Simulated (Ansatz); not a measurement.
## A failed many-body run on BaWO4 (I4_1/a)

What is wrong with this input for BaWO4 (I4_1/a)?

Method: G0W0 on r2SCAN, plane waves, PAW, in Ansatz 0.2.0.

### 1. The starting structure

Symmetry: I4_1/a, No. 88, tetragonal system. The conventional cell has a = 5.667 Å, b = 5.667 Å, c = 12.739 Å, α = 90.00°, β = 90.00°, γ = 90.00°. Nearest to Ba lie 8 O at 2.76 to 2.80 Å. Nearest to W lie 4 O at 1.79 Å. Nearest to O lie 1 W at 1.79 Å and 2 Ba at 2.76 to 2.80 Å. Farther neighbours and most contacts between anions are not listed.

Structure file:

```cif
data_structure
_symmetry_space_group_name_H-M 'I4_1/a:1'
_symmetry_Int_Tables_number 88
_cell_length_a 5.6667
_cell_length_b 5.6667
_cell_length_c 12.7385
_cell_angle_alpha 90.000
_cell_angle_beta 90.000
_cell_angle_gamma 90.000
_cell_volume 409.06
loop_
_atom_site_label
_atom_site_type_symbol
_atom_site_symmetry_multiplicity
_atom_site_Wyckoff_symbol
_atom_site_fract_x
_atom_site_fract_y
_atom_site_fract_z
_atom_site_occupancy
Ba1 Ba 4 b 0.50000 0.00000 0.25000 1
W1 W 4 a 0.00000 0.50000 0.25000 1
O1 O 16 f 0.62549 0.73075 0.42140 1
```

The cell and positions are those that the Materials Project relaxed with its own functionals (PBE, PBE+U or r2SCAN), kept fixed. Spin-orbit coupling is left out unless a step names it. The default PAW set here is soft_2. Its files were made with PBE.

### 2. First try

input.yaml

```yaml
crystal:
  lattice:
    - [-2.833365905, 2.833365905, 6.36926687]
    - [2.833365905, -2.833365905, 6.36926687]
    - [2.833365905, 2.833365905, -6.36926687]
  atoms:
    - { symbol: Ba, position: [0.25, 0.75, 0.5] }
    - { symbol: Ba, position: [0.5, 0.5, 0.0] }
    - { symbol: W, position: [0.75, 0.25, 0.5] }
    - { symbol: W, position: [0.0, 0.0, 0.0] }
    - { symbol: O, position: [0.15214477, 0.04689186, 0.35623995] }
    - { symbol: O, position: [0.69065191, 0.79590482, 0.64376005] }
    - { symbol: O, position: [0.05934809, 0.45409518, 0.85623995] }
    - { symbol: O, position: [0.54590482, 0.40214477, 0.60525291] }
    - { symbol: O, position: [0.20409518, 0.84785523, 0.89474709] }
    - { symbol: O, position: [0.95310814, 0.30934809, 0.10525291] }
    - { symbol: O, position: [0.79689186, 0.94065191, 0.39474709] }
    - { symbol: O, position: [0.59785523, 0.20310814, 0.14376005] }
kpoints:
  mp_grid: { grid: [4, 4, 4] }
hamiltonian:
  xc: r2scan
scf:
  occupations: { method: fixed }
gw:
  n_empty_bands: 332
  ecut_chi: 10
  qp_bands: [v4, c4]
  qp_kpoints: band_edges
  screening: { model: contour_deformation }
```

Run with:

```bash
$ ansatz run input.yaml --threads 3 --pin off --max-ram 92160MiB --backend cuda --events-out ev --progress --plain --runs-dir out --devices 1 --max-vram 13GiB
```

Numbers of over 12 decimals in the logs are rounded to 6 here.

The program printed:

```text
GPUs: using 1 of 1 available (devices: 1).
Engine: ansatz 0.2.0, x86_64-unknown-linux-gnu
Pseudopotentials: kind: paw
Pseudopotential: Ba, paw, valence charge 10, recommended cutoff 500 eV (meta_gga), Ba.paw.azcp
Pseudopotential: W, paw, valence charge 14, recommended cutoff 500 eV (meta_gga), W.paw.azcp
Pseudopotential: O, paw, valence charge 6, recommended cutoff 500 eV (meta_gga), O.paw.azcp
Functional definition: r2SCAN
  parameter k0 = 0.174
  parameter k1 = 0.065
  parameter a1 = 4.9479
  exchange = r2scan_x(k0 = k0, k1 = k1, a1 = a1)
  correlation = r2scan_c
device memory: the entry about to start is reckoned to put 4.1 GiB on a device that reports 61.8 GiB free (of which the cap on the GPU budget leaves the run 13.0 GiB)
GPU FFT provider: cuFFT
GPU libraries: cuBLAS 13.8.2, cuFFT 12.4.0, cuSOLVER 12.3.4
Crystal: 12 atoms, lattice volume = 204.529 Å³
Basis set: ecut = 500 eV, 5199 PW (Γ), exchange–correlation on 240×240×240 points (64 copies of the dense FFT grid, shifted against one another)
Bands: 60, of which v1, the nominal top of the filled ones, is band 48 counted from 1 (47 counted from 0)
Symmetry: 8 space group operations
Space group: I41/a (ITA 88), of the structure as read, at distance tolerance 5.9e-5 Å
k-points: 14 of 64
Non-local potential: Ba, projectors of the file, l = 0: 3, l = 1: 2, l = 2: 2, l = 3: 2
Non-local potential: W, projectors of the file, l = 0: 3, l = 1: 2, l = 2: 2, l = 3: 1
Non-local potential: O, projectors of the file, l = 0: 2, l = 1: 2, l = 2: 1
PAW form: soft (Blöchl's): semilocal exchange-correlation on the pseudo side does not see the compensation charge
PAW frozen core: Ba, regenerated for the run's functional (the file was generated under x = pbe(κ = 0.804, μ = 0.219515), c = pbe(β = 0.066725))
PAW frozen core: W, regenerated for the run's functional (the file was generated under x = pbe(κ = 0.804, μ = 0.219515), c = pbe(β = 0.066725))
PAW frozen core: O, regenerated for the run's functional (the file was generated under x = pbe(κ = 0.804, μ = 0.219515), c = pbe(β = 0.066725))
PAW one-centre angular grid: Ba, 302 points (default); XC on 160 Gauss nodes
PAW one-centre angular grid: W, 590 points (default); XC on 160 Gauss nodes
PAW one-centre angular grid: O, 302 points (default); XC on 160 Gauss nodes
Initial density: superposition of atomic densities (neutral atoms: chi_scale 0, normalization atom), corrected by the library's trained network
Initial wavefunctions: pseudopotential atomic-orbital guess
GPU buffer pool allocated for 216000 grid points (all kernels)
GPU transforms: local potential and band sums: pruned to the plane-wave sphere, on 60×60×60
Functional: x = r2scan, c = r2scan; τ floored in thin density (d = 2e-4 eV/Å³)
SCF iter   1: F=—  HF=-37285.697941 eV  |F-HF|=—  |Δ(HF+E_count)|=         —  Δρ=8.25e-3  dr2=1.84e-1  dr2_τ=7.35e-1  ethr=1.77e-3  ⟨swp⟩=4.9  Hψ=3027  notcnv=0  defer=124
preconditioner: auto → Resta (q_TF=auto, 2.405 Å⁻¹)  ε∞=4.0  [insulator: Δε(μ)=5.311 eV  Ē_g=13.079 eV  n_scr=36 (ndim 8)  ℏωp=22.6 eV  f_vac=0.061  ε∞_Penn≈4.0]
SCF iter   2: F=—  HF=-37285.867487 eV  |F-HF|=—  |Δ(HF+E_count)|=   1.70e-1  Δρ=4.85e-3  dr2=1.90e-2  dr2_τ=1.35e-2  ethr=1.92e-4  ⟨swp⟩=2.5  Hψ=1547  notcnv=0  defer=135
SCF iter   3: F=—  HF=-37285.867010 eV  |F-HF|=—  |Δ(HF+E_count)|=   4.78e-4  Δρ=2.19e-3  dr2=6.78e-3  dr2_τ=6.11e-4  ethr=1.98e-5  ⟨swp⟩=2.0  Hψ=1094  notcnv=0  defer=139
SCF iter   4: F=—  HF=-37285.866379 eV  |F-HF|=—  |Δ(HF+E_count)|=   6.31e-4  Δρ=3.55e-4  dr2=2.13e-4  dr2_τ=2.84e-5  ethr=7.06e-6  ⟨swp⟩=2.5  Hψ=1328  notcnv=0  defer=140
SCF iter   5: F=—  HF=-37285.866441 eV  |F-HF|=—  |Δ(HF+E_count)|=   6.18e-5  Δρ=1.06e-4  dr2=3.33e-5  dr2_τ=1.69e-6  ethr=2.22e-7  ⟨swp⟩=2.0  Hψ=1259  notcnv=0  defer=128
SCF iter   6: F=—  HF=-37285.866444 eV  |F-HF|=—  |Δ(HF+E_count)|=   2.99e-6  Δρ=1.90e-5  dr2=8.51e-7  dr2_τ=1.16e-7  ethr=3.47e-8  ⟨swp⟩=3.0  Hψ=1642  notcnv=0  defer=111
[...]
NSCF: frozen V_eff on 14 k-points
[...]
device memory: the entry about to start is reckoned to put 3.6 GiB on a device that reports 59.5 GiB free (of which the cap on the GPU budget leaves the run 13.0 GiB)
NSCF: frozen V_eff on 14 k-points
G₀W₀ screening: q 1/14
[... further progress lines ...]
device memory: the entry about to start is reckoned to put 0.8 GiB on a device that reports 46.6 GiB free (of which the cap on the GPU budget leaves the run 13.0 GiB)
NSCF: frozen V_eff on 1 k-points
device memory: the entry about to start is reckoned to put 0.8 GiB on a device that reports 46.6 GiB free (of which the cap on the GPU budget leaves the run 13.0 GiB)
NSCF: frozen V_eff on 1 k-points
SCF converged after 7 iterations
Free energy (F): -37285.866444 eV
Harris-Foulkes:  -37285.866444 eV  (|F-HF|=2.91e-8)
Internal energy: -37285.866444 eV  (E = F + TS)
E sigma→0 (E₀):  -37285.866444 eV
Fermi energy:    5.400793 eV
--- Per-component energies (eV) ---
  E_band       = -822.170147
  E_kinetic    = 2635.363613
  E_local      = -6734.877094  (includes V_loc(G=0)·N_el)
  E_nonlocal   = 489.960821
  E_hartree    = 2487.554916
  E_xc         = -1396.345416
  E_vxc        = -1657.812655  (∫ρ·V_xc dr)
  E_paw        = -28965.984550  (= ΣΔE_a)
  E_vpaw       = -627.584516  (= ΣTr[D̂ρ^β])
  E_aug_tail   = 0.008006  (compensation charges beyond the density's cutoff)
  E_vtau       = 97.648227  (kinetic-family band-sum trace: ∫τ·v_τ [+ j·A + Jᵃ·Aᵃ] dr)
  E_ewald      = -5800.256147
  E_core_change = -1.290593  (= ΣΔE_core)
  E_smearing   = -0.000000  (= −TS)
  E_closure    = 0.000000  (closes the sum)
  Σ components = -37285.866444   (vs F -37285.866444, Δ=0.00e0)
--- Band table (eV; the first three rows and the last of 14) ---
  k-point 0: bands = [... 44 lower, 4.9325, 5.1585, 5.4008, 5.4008, 10.5816, 10.7838, 10.9734, 11.1209, ... 8 higher]
  k-point 1: bands = [... 44 lower, 5.0458, 5.0494, 5.1013, 5.3092, 10.7159, 10.8755, 10.9096, 11.2001, ... 8 higher]
  k-point 2: bands = [... 44 lower, 5.0658, 5.0658, 5.1513, 5.1513, 10.6899, 10.6899, 11.1166, 11.1166, ... 8 higher]
  k-point 13: bands = [... 44 lower, 5.1399, 5.1399, 5.2997, 5.2997, 10.5588, 10.5588, 10.8363, 10.8363, ... 8 higher]
--- G₀W₀: contour deformation, 6 samples at zero and on the imaginary axis and 0 off it, 64 q-points, 332 empty bands' worth ---
  eigenvalues of the whole cell's RPA ε∞ on this k-mesh (on a slab, of 1 + 4πα/V) = 3.4349, 3.4900, 3.4900; static W/v taken at q = 0 is 0.287789
  gw.qp_kpoints: band_edges: 14 of 14 stored k-points solved, in 1 pass; an edge of the gap read off the rows below is read off those points alone
    ik  band        ε_KS         Σx   Σc(E_QP)       V_xc       Z   E_QP_lin       E_QP  E_QP is
     0    45      4.9325   -25.1298     3.4622   -20.4370  0.8389     3.6861     3.7019  root
     0    46      5.1585   -25.3120     3.4818   -20.5867  0.8387     3.8990     3.9150  root
     0    47      5.4008   -25.6430     3.4662   -20.9717  0.8406     4.1812     4.1958  root
     0    48      5.4008   -25.6430     3.4662   -20.9717  0.8406     4.1812     4.1958  root
     0    49     10.5816   -14.9012    -3.3718   -20.3659  0.8524    12.7157    12.6744  root
     0    50     10.7838   -15.0018    -3.3488   -20.4572  0.8524    12.9324    12.8903  root
     0    51     10.9734   -15.7189    -3.4071   -21.2128  0.8481    13.1041    13.0602  root
     0    52     11.1209   -16.2398    -3.3716   -21.7803  0.8485    13.3375    13.2899  root
     1    45      5.0458   -25.4261     3.5121   -20.6937  0.8391     3.8100     3.8255  root
     1    46      5.0494   -25.1713     3.5244   -20.4115  0.8380     3.7978     3.8140  root
     1    47      5.1013   -25.2392     3.4906   -20.5073  0.8385     3.8439     3.8600  root
     1    48      5.3092   -25.4789     3.4761   -20.7838  0.8396     4.0750     4.0901  root
     1    49     10.7159   -15.2666    -3.3464   -20.6989  0.8512    12.8433    12.8017  root
     1    50     10.8755   -15.9401    -3.3582   -21.4306  0.8492    13.0528    13.0078  root
[...]
13    48      5.2997   -25.5693     3.4953   -20.8666  0.8400     4.0774     4.0923  root
    13    49     10.5588   -14.1498    -3.3156   -19.4473  0.8545    12.5758    12.5406  root
    13    50     10.5588   -14.1498    -3.3156   -19.4473  0.8545    12.5758    12.5406  root
    13    51     10.8363   -15.3988    -3.3666   -20.8881  0.8511    13.0025    12.9589  root
    13    52     10.8363   -15.3988    -3.3666   -20.8881  0.8511    13.0025    12.9589  root
```

Wall time 71 s (1 × NVIDIA H100 80GB HBM3 (shared by 6 runs) with 3 threads of AMD EPYC 7R13 (Zen 3), shared host); peak memory 2.4 GiB; 99 s of CPU time.

In the SCF lines HF is the Harris–Foulkes energy and dr2 the Hartree energy of the density residual, in eV; the loop may stop once dr2 is under the threshold and the program's other checks hold. Hψ counts applications of the Hamiltonian.

**Diagnosis.**

The run ended normally, though the input holds a fault or crude settings.

The fault: screening cutoff of 10 eV. Nearly all local fields and short-range correlation are left out.

It printed a gap of 8.34 eV, which is an artefact of the settings.

### 3. A better input

G0W0 replaces the xc potential by the self-energy, built once from these orbitals. Only a window of levels is corrected, while the sums run over the empty bands that the input names.

Changes to input.yaml since step 2:

```diff
@@ -25,4 +25,4 @@
 gw:
-  n_empty_bands: 332
-  ecut_chi: 10
+  n_empty_bands: 478
+  ecut_chi: 102
   qp_bands: [v4, c4]
```

The program printed:

```text
GPUs: using 1 of 1 available (devices: 1).
[...]
GPU FFT provider: cuFFT
GPU libraries: cuBLAS 13.8.2, cuFFT 12.4.0, cuSOLVER 12.3.4
Crystal: 12 atoms, lattice volume = 204.529 Å³
Basis set: ecut = 500 eV, 5199 PW (Γ), exchange–correlation on 240×240×240 points (64 copies of the dense FFT grid, shifted against one another)
Bands: 60, of which v1, the nominal top of the filled ones, is band 48 counted from 1 (47 counted from 0)
[... 1 set-up line as in the run before ...]
[...]
k-points: 14 of 64
[...]
GPU buffer pool allocated for 216000 grid points (all kernels)
[...]
SCF iter   1: F=—  HF=-37285.697941 eV  |F-HF|=—  |Δ(HF+E_count)|=         —  Δρ=8.25e-3  dr2=1.84e-1  dr2_τ=7.35e-1  ethr=1.77e-3  ⟨swp⟩=4.9  Hψ=3027  notcnv=0  defer=124
[...]
0    45      4.9325   -25.1298     4.1616   -20.4370  0.7680     4.3979     4.4013  root
     0    46      5.1585   -25.3120     4.2365   -20.5867  0.7659     4.6669     4.6697  root
     0    47      5.4008   -25.6430     4.2175   -20.9717  0.7667     4.9446     4.9470  root
     0    48      5.4008   -25.6430     4.2175   -20.9717  0.7667     4.9446     4.9470  root
     0    49     10.5816   -14.9012    -3.9527   -20.3659  0.8131    12.1142    12.0935  root
     0    50     10.7838   -15.0018    -3.9172   -20.4572  0.8135    12.3433    12.3219  root
     0    51     10.9734   -15.7189    -3.8371   -21.2128  0.8041    12.6567    12.6302  root
     0    52     11.1209   -16.2398    -3.8479   -21.7803  0.8040    12.8412    12.8134  root
[...]
13    49     10.5588   -14.1498    -3.8439   -19.4473  0.8178    12.0305    12.0124  root
    13    50     10.5588   -14.1498    -3.8439   -19.4473  0.8178    12.0305    12.0124  root
    13    51     10.8363   -15.3988    -3.9087   -20.8881  0.8101    12.4400    12.4168  root
    13    52     10.8363   -15.3988    -3.9087   -20.8881  0.8101    12.4400    12.4168  root
[key lines of the parts left out:]
SCF converged after 7 iterations
Free energy (F): -37285.866444 eV
Fermi energy:    5.400793 eV
```

Elapsed: 2.1 min, on 1 × NVIDIA H100 80GB HBM3 (shared by 6 runs) with 3 threads; peak memory 2.8 GiB.

This step gave:

```yaml
bands_summed: 526
rpa_eps_infinity_on_this_mesh_eigenvalues: 3.051, 3.052, 3.052
plane_waves_in_the_screening_matrix: 471
q_points_in_the_mesh: 64
g0w0_gap_on_the_mesh: 7.065 eV
k_of_the_valence_top: 0, 0, 0
k_of_the_conduction_bottom: -0.5, -0.5, -0.5
starting_gap_on_the_mesh: 5.158 eV
z_at_the_valence_top: 0.7667
z_at_the_conduction_bottom: 0.8178
least_direct_g0w0_gap_on_the_computed_points: 7.146 eV
```

The gap on the mesh goes from 5.16 eV to 7.07 eV, a correction of +1.91 eV. Between the two edge states, bare exchange in place of the xc potential would open the gap by 9.97 eV, and correlation takes back 8.06 eV.

### 4. What came out

```json
{"first try": "converged after 71 s", "better run": "G0W0 gap on the mesh 7.07 eV (4×4×4 mesh, 478 empty bands, screening to 102 eV)"}
```

In words: The second run differs in: empty bands and screening cutoff (eV). Bands and cutoff are finite, so the gap is not at the basis limit. The miss can reach some tenths of an eV and take either sign; the mesh is an error of its own. The many-body steps are scalar-relativistic: spin-orbit coupling is not in them.

[Paths, hosts, dates, memory and timing lines, banners, echoed tables and standing remarks are left out of the program output.]

[Logs are printed without paths, hosts, clocks, repeated set-up lines and the standing remarks that a program may print on its own settings, such as how far it seeks lower states.]

[Runs of the session that timed out or met a known fault of the program may be left out.]

[Cells called generated may have been cut or substituted from an entry of the Crystallography Open Database or the Materials Project.]

[Hosts, paths, dates, database ids (printed as entryN), source tags and the programs' standing remarks are cut or masked in the printed files.]
